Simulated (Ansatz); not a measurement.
**La2O3 (P-3m1): band gap by G0W0 on PBE**

Aim: the quasiparticle gap of La2O3 (P-3m1), starting from PBE.

Method: PBE, then G0W0 on it, plane waves, PAW, in Ansatz 0.2.0.

## (1) Starting point

The structure is trigonal, space group P-3m1 (No. 164). The conventional cell has a = 3.931 Å, b = 3.931 Å, c = 6.112 Å, α = 90.00°, β = 90.00°, γ = 120.00°. La has 7 O at 2.36 to 2.72 Å nearest. Nearest to O lie 4 La at 2.36 to 2.44 Å. Nearest to O lie 6 La at 2.72 Å. Farther neighbours and most contacts between anions are not listed.

The cell and positions are those that the Materials Project relaxed with its own functionals (PBE, PBE+U or r2SCAN), kept fixed. Spin-orbit coupling is left out unless a step names it. The default PAW set here is soft_2. Its files were made with PBE.

## (2) Bands along the symmetry lines

Levels along a band path and on the mesh show where this functional puts the band edges.

This step: DFT, PBE, plane waves, PAW.

Contents of input.yaml:

```yaml
crystal:
  lattice:
    - [3.930777878, 0.0, 0.0]
    - [-1.965388939, 3.404153499, 0.0]
    - [0.0, 0.0, 6.11195352]
  atoms:
    - { symbol: La, position: [0.66666667, 0.33333333, 0.75376432] }
    - { symbol: La, position: [0.33333333, 0.66666667, 0.24623568] }
    - { symbol: O, position: [0.66666667, 0.33333333, 0.35410935] }
    - { symbol: O, position: [0.33333333, 0.66666667, 0.64589065] }
    - { symbol: O, position: [0.0, 0.0, 0.0] }
kpoints:
  mp_grid: { grid: [12, 12, 4] }
  band_path:
    path:
      - [[0.0, 0.0, 0.0], [0.499999999999, 1.330060521968e-12, 0.0], [0.3333333333327, 0.3333333333353, 0.0], [0.0, 0.0, 0.0], [0.0, 0.0, 0.5], [0.499999999999, 1.330060521968e-12, 0.5], [0.3333333333327, 0.3333333333353, 0.5], [0.0, 0.0, 0.5]]
      - [[0.499999999999, 1.330060521968e-12, 0.5], [0.499999999999, 1.330060521968e-12, 0.0]]
      - [[0.3333333333327, 0.3333333333353, 0.5], [0.3333333333327, 0.3333333333353, 0.0]]
    npoints: 10
hamiltonian:
  xc: pbe
scf:
  occupations: { method: fermi_dirac, width: 0.02 }
  n_extra_bands: 5
output:
  forces: true
  stress: true
  eigenvalues: true
  write_density: true
  write_potential: true
  elf: true
  volumetric_format: npy
```

Launch:

```
$ ansatz run input.yaml --threads 3 --pin off --max-ram 64512MiB --backend cuda --events-out ev --progress --plain --runs-dir out --devices 1 --max-vram 24GiB  # rebuilt from the run's record
```

Numbers of over 12 decimals in the logs are rounded to 6 here.

The log of the run:

```text
scf.n_extra_bands = 5 over 20 filled bands (N_el = 40.0): the run solves 25 bands
GPUs: using 1 of 1 available (devices: 1).
Engine: ansatz 0.2.0, x86_64-unknown-linux-gnu
Pseudopotentials: kind: paw
Pseudopotential: La, paw, valence charge 11, recommended cutoff 420 eV (normal), La.paw.azcp
Pseudopotential: O, paw, valence charge 6, recommended cutoff 420 eV (normal), O.paw.azcp
Functional definition: PBE
  parameter kappa = 0.804
  parameter beta = 0.066725
  exchange = pbe_x(kappa = kappa, mu = beta*pi^2/3)
  correlation = pbe_c(beta = beta)
device memory: the entry about to start is reckoned to put 3.0 GiB on a device that reports 78.4 GiB free (of which the cap on the GPU budget leaves the run 24.0 GiB)
GPU FFT provider: cuFFT
GPU libraries: cuBLAS 13.8.2, cuFFT 12.4.0, cuSOLVER 12.3.4
Crystal: 5 atoms, lattice volume = 81.784 Å³
Basis set: ecut = 420 eV, 1641 PW (Γ), exchange–correlation on 54×54×90 points (8 copies of the dense FFT grid, shifted against one another)
Bands: 25, of which v1, the nominal top of the filled ones, is band 20 counted from 1 (19 counted from 0)
Symmetry: 12 space group operations
Space group: P-3m1 (ITA 164), of the structure as read, at distance tolerance 4.3e-5 Å
k-points: 69 of 576
Non-local potential: La, projectors of the file, l = 0: 3, l = 1: 2, l = 2: 2, l = 3: 3
Non-local potential: O, projectors of the file, l = 0: 2, l = 1: 2, l = 2: 1
PAW form: soft (Blöchl's): semilocal exchange-correlation on the pseudo side does not see the compensation charge
PAW one-centre angular grid: La, 590 points (default); XC on 64 Gauss nodes
PAW one-centre angular grid: O, 110 points (default); XC on 64 Gauss nodes
Initial density: superposition of atomic densities (neutral atoms: chi_scale 0, normalization atom), corrected by the library's trained network
Initial wavefunctions: pseudopotential atomic-orbital guess
GPU buffer pool allocated for 32805 grid points (all kernels)
GPU transforms: local potential and band sums: pruned to the plane-wave sphere, on 25×27×45
Functional: x = pbe(κ = 0.804, μ = 0.219515), c = pbe(β = 0.066725)
SCF iter   1: F=—  HF=-14212.058490 eV  |F-HF|=—  |Δ(HF+E_count)|=         —  Δρ=2.32e-3  dr2=4.53e-3  ethr=1.77e-3  ⟨swp⟩=6.1  Hψ=8221  notcnv=0
preconditioner: auto → Resta (q_TF=auto, 2.422 Å⁻¹)  ε∞=4.9  [insulator: Δε(μ)=3.869 eV  Ē_g=12.506 eV  σ=0.020 eV  W_gap=1.00  n_scr=22 (ndim 8)  ℏωp=24.6 eV  f_vac=0.023  D(μ)=0.00/eV (n_scr^D=0)  ε∞_Penn≈4.9]
SCF iter   2: F=—  HF=-14212.059482 eV  |F-HF|=—  |Δ(HF+E_count)|=   9.92e-4  Δρ=1.43e-3  dr2=9.63e-4  ethr=1.13e-5  ⟨swp⟩=3.1  Hψ=4087  notcnv=0  defer=54
SCF iter   3: F=—  HF=-14212.059910 eV  |F-HF|=—  |Δ(HF+E_count)|=   4.27e-4  Δρ=6.57e-4  dr2=3.52e-4  ethr=2.41e-6  ⟨swp⟩=2.0  Hψ=2880  notcnv=0  defer=54
SCF iter   4: F=—  HF=-14212.060099 eV  |F-HF|=—  |Δ(HF+E_count)|=   1.90e-4  Δρ=1.04e-4  dr2=8.00e-6  ethr=8.79e-7  ⟨swp⟩=2.2  Hψ=2706  notcnv=0  defer=54
SCF iter   5: F=—  HF=-14212.060110 eV  |F-HF|=—  |Δ(HF+E_count)|=   1.04e-5  Δρ=7.82e-5  dr2=4.54e-6  ethr=2.00e-8  ⟨swp⟩=2.0  Hψ=2936  notcnv=0  defer=62
SCF iter   6: F=—  HF=-14212.060109 eV  |F-HF|=—  |Δ(HF+E_count)|=   6.09e-7  Δρ=2.12e-5  dr2=2.83e-7  ethr=1.14e-8  ⟨swp⟩=2.1  Hψ=2602  notcnv=0  defer=62
SCF iter   7: F=-14212.060109 eV  HF=-14212.060109 eV  |F-HF|=2.81e-8  |Δ(HF+E_count)|=   1.28e-7  Δρ=4.85e-6  dr2=2.01e-8  ethr=2.50e-10  ⟨swp⟩=16.2  Hψ=14240  notcnv=0
SCF 1 converged in 7 iterations: F = -14212.060109 eV  dr2 = 2.01e-8
  greatest PAW one-centre occupation: 0.973 electrons in one spin orbital (limit 2), on the La atom at site 0 (counted from 0), in its partial waves of l = 0
device memory: the entry about to start is reckoned to put 2.6 GiB on a device that reports 72.9 GiB free (of which the cap on the GPU budget leaves the run 24.0 GiB)
NSCF: frozen V_eff on 93 k-points, pencils in batches of 32, up to order 112
SCF converged after 7 iterations
Free energy (F): -14212.060109 eV
Harris-Foulkes:  -14212.060109 eV  (|F-HF|=2.81e-8)
Internal energy: -14212.060109 eV  (E = F + TS)
E sigma→0 (E₀):  -14212.060109 eV
Fermi energy:    11.643797 eV
--- Per-component energies (eV) ---
  E_band       = -6.404587
  E_kinetic    = 912.935455
  E_local      = -1532.901892  (includes V_loc(G=0)·N_el)
  E_nonlocal   = 336.613803
  E_hartree    = 547.314418
  E_xc         = -503.632831
  E_vxc        = -582.213173  (∫ρ·V_xc dr)
  E_paw        = -11307.953810  (= ΣΔE_a)
  E_vpaw       = -235.474183  (= ΣTr[D̂ρ^β])
  E_aug_tail   = 0.007195  (compensation charges beyond the density's cutoff)
  E_ewald      = -2664.442448
  E_smearing   = -0.000000  (= −TS)
  E_closure    = -0.000000  (closes the sum)
  Σ components = -14212.060109   (vs F -14212.060109, Δ=0.00e0)
--- Forces (eV/Å), atoms counted from 1 ---
  atom   1  La     0.00000000    -0.00000000     0.01608148
  atom   2  La    -0.00000000     0.00000000    -0.01608148
  atom   3  O     -0.00000000     0.00000000    -0.00712314
  atom   4  O      0.00000000    -0.00000000     0.00712314
  atom   5  O      0.00000000     0.00000000     0.00000000
  max |Σ_I F_I| component: 5.78e-19 eV/Å
--- Stress (GPa, compression-positive) ---
        1.806202      -0.000000      -0.000000
       -0.000000       1.806202       0.000000
       -0.000000       0.000000       2.072363
  P = ⅓ Tr σ = 1.8949 GPa (18.949 kbar)
--- Band table (eV; the first three rows and the last of 69) ---
  k-point 0: bands = [... 16 lower, 8.0512, 9.3278, 9.3278, 9.5904, 13.9924, 14.2808, 14.2808, 14.8588, ... 1 higher]
  k-point 1: bands = [... 16 lower, 8.4163, 9.2947, 9.3731, 9.3731, 14.1283, 14.3412, 14.3412, 14.8332, ... 1 higher]
  k-point 2: bands = [... 16 lower, 8.6997, 8.9252, 9.4245, 9.4245, 14.3519, 14.3960, 14.3960, 14.6287, ... 1 higher]
  k-point 68: bands = [... 16 lower, 9.1507, 9.4341, 9.4341, 9.4832, 13.9464, 14.5203, 14.5811, 14.5811, ... 1 higher]
```

Run time: 11 s. Hardware: 1 × NVIDIA H100 80GB HBM3 (shared by 3 runs) with 3 threads of AMD EPYC 7R13 (Zen 3), shared host; peak memory 1 GiB; 7.1 s of CPU time.

The column dr2 measures how far the density is from self-consistency, as an energy; F and HF (Harris–Foulkes) agree once it is small.

Numbers from this step:

```
pressure             : 1.895 GPa
filled bands         : 20
gap                  : 3.841 eV
valence top at       : L
conduction bottom at : M
least direct gap     : 3.966 eV
```

Over mesh and path the gap is 3.841 eV, from k = (0.500, 0.000, 0.500) to k = (0.500, 0.000, 0.000). The least direct gap found is 3.966 eV, at k = (0.333, 0.333, 0.000).

Electronic bands along the path, in eV, zero at the top of the highest nominally filled band:

```tsv
point	band 17	band 18	band 19	band 20	band 21	band 22	band 23	band 24
Γ	-1.66	-0.38	-0.38	-0.12	4.28	4.57	4.57	5.15
halfway	-0.98	-0.89	-0.38	-0.23	4.19	4.64	4.89	5.19
M	-0.74	-0.66	-0.41	-0.30	3.84	4.66	5.10	5.14
halfway	-0.80	-0.66	-0.48	-0.33	3.90	4.59	4.95	5.02
K	-0.82	-0.82	-0.79	-0.11	3.86	4.70	4.70	4.93
halfway	-0.92	-0.79	-0.56	-0.18	4.18	4.55	4.95	5.13
Γ	-1.66	-0.38	-0.38	-0.12	4.28	4.57	4.57	5.15
halfway	-1.30	-0.42	-0.34	-0.34	4.42	4.63	4.63	5.12
A	-1.01	-0.79	-0.29	-0.29	4.64	4.68	4.68	4.92
halfway	-1.29	-0.54	-0.31	-0.11	4.41	4.80	4.84	5.00
L	-0.96	-0.71	-0.37	0.00	4.37	4.59	4.99	5.13
halfway	-0.85	-0.59	-0.18	-0.07	4.41	4.51	4.96	5.05
H	-0.56	-0.28	-0.28	-0.23	4.23	4.81	4.87	4.87
halfway	-1.08	-0.58	-0.26	-0.10	4.48	4.67	4.87	5.05
A	-1.01	-0.79	-0.29	-0.29	4.64	4.68	4.68	4.92
jump to L	-0.96	-0.71	-0.37	0.00	4.37	4.59	4.99	5.13
halfway	-0.86	-0.55	-0.39	-0.20	4.07	4.67	5.04	5.15
M	-0.74	-0.66	-0.41	-0.30	3.84	4.66	5.10	5.14
jump to H	-0.56	-0.28	-0.28	-0.23	4.23	4.81	4.87	4.87
halfway	-0.69	-0.48	-0.48	-0.16	4.01	4.80	4.80	4.89
K	-0.82	-0.82	-0.79	-0.11	3.86	4.70	4.70	4.93
```

Electrostatic potential energy in the ac plane at fractional y = 0.333, with atoms of La and O within 0.2 Å of it. With pseudopotentials it is smooth inside the atoms' cores, unlike the true potential.

Ten even steps from '0' (-34 eV) to '9' (14 eV), each cell a mean:
```
99999998877889
99999987545688
99999863100257
89999750010036
89999730264026
89999740153026
99999851000047
99999874212468
99999987666789
99999999888999
99999999988999
99999998534799
99889996100499
88888995100389
87778897312599
87777899867999
87778899999999
88888999999999
99999999999999
99999999999999
99999999999999
```
Columns run along a (3.9 Å; values clipped at the 3rd and 97th percentile), rows up along c (6.1 Å). Atoms in or near the plane, at fractional coordinates: La at (0.67, 0.75), O at (0.67, 0.35).

ELF in the ac plane at fractional y = 0.333, with atoms of La and O within 0.2 Å of it. It is the smooth field of the valence electrons, not physical close to the nuclei.

Ten even steps from '_' (0.03) to '@' (0.84), each cell a mean:
```
::======::____::==++++--..__
..::--::..__::##@@@@@@%%==..
__________::**@@@@@@@@@@%%==
..________==%%@@##==++@@@@**
..______..++@@%%--__..##@@##
....::::..==@@%%==__::##@@**
..::==--..--##@@%%**##@@%%==
..--++==::..==%%@@@@@@@@**::
..--++==::__..--++**++==..__
__..::::..____..::::::..____
____________::++######**--..
__________::++@@@@@@@@@@##--
____....__::**@@%%**##@@%%==
..::==--..::**@@%%==**@@%%--
::==****--..==@@@@%%%%@@**::
::++##**==..::##@@@@@@%%==..
::==++++--....==**%%##++..__
..::::::..____..::==--..____
__......____________________
..::::::....________________
::--====--..______________..
```
Columns run along a (3.9 Å), rows up along c (6.1 Å). Atoms in or near the plane, at fractional coordinates: La at (0.67, 0.75), O at (0.67, 0.35).

[end of part 1 of 2]

[Paths, hosts, dates, memory and timing lines, banners, echoed tables and standing remarks are left out of the program output.]

[Logs are printed without paths, hosts, clocks, repeated set-up lines and the standing remarks that a program may print on its own settings, such as how far it seeks lower states.]

[Runs of the session that timed out or met a known fault of the program may be left out.]

[Cells called generated may have been cut or substituted from an entry of the Crystallography Open Database or the Materials Project.]

[Hosts, paths, dates, database ids (printed as entryN), source tags and the programs' standing remarks are cut or masked in the printed files.]

[Where an RPA ε∞ is given, it is that of the G0W0 mesh and is not shown converged in it. Names of k-points follow the symmetry that the program found, which can be lower than the space group named. Band edges on a path are those of the sampled points; other points can move an edge, and change direct to indirect where valleys lie close.]

[Hybrid gaps are those of their k-mesh and are not shown converged in it.]
